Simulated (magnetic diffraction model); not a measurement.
## PrNiS3: the ordered moment from one line

Space group Pm-3m (no. 221), a = 4.7240 Å.

| site | atom | x | y | z |
| --- | --- | --- | --- | --- |
| 1b | Pr | 1/2 | 1/2 | 1/2 |
| 1a | Ni | 0 | 0 | 0 |
| 3d | S | 0 | 0 | 1/2 |

The compound is invented for this exercise: a known structure type with other elements, its cell scaled to their sizes and not relaxed.

Only Pr and Ni are taken to order (form factors of Pr3+ and Ni3+); orders and moment sizes are assumed, and not adapted to the symmetry. Radiation: neutrons of λ = 4.2 Å, 3° to 90°; isotropic B of 0.14 Å² (Pr), 0.14 Å² (Ni) and 0.22 Å² (S). The intensities are simulated: I ∝ L Σ (|F_N|² + |F_M⊥|²) for unpolarised neutrons, with F_M = 2.695 fm/μB × Σ f(s) S exp(2πi Q·r) exp(−B s²) at Q = H ± k (one set where k and −k are equivalent), only the part normal to Q counting and L = 1/(sin²θ cos θ). For collinear order S is the moment m, which repeats by lattice and centring translations R with the sign exp(−2πi k·R). Form factors are spin-only for 3d ions and dipole or tabulated for f ions, scattering lengths are Sears's of 1992, and absorption is left out. A label names one of the reflections at its angle. The strongest nuclear line in the range is 100, and lines under 0.2 are left out.

In a first state the assumed order is k = (0 0 0), collinear moments along [001], 1.8 μB on Pr and 0.79 μB on Ni; signs + at (1/2, 1/2, 1/2), − at (0, 0, 0), with this pattern:

```csv
2θ (°),index,nuclear,magnetic
52.79,(1 0 0),44.1,17.8
77.90,(1 1 0),100.0,3.3
```

**Question.** Nearer the ordering temperature the line at 52.79° has total intensity 45.7 on the same scale, and all moments have shrunk alike. How large is the Pr moment?

The nuclear part, 44.1, stays, so the magnetic part is 1.6 against 17.8. It goes as m², so m = 1.8 × √(1.6/17.8) = 0.54 μB; the value used was 0.54 μB.

[Logs are printed without paths, hosts, clocks, repeated set-up lines and the standing remarks that a program may print on its own settings, such as how far it seeks lower states.]
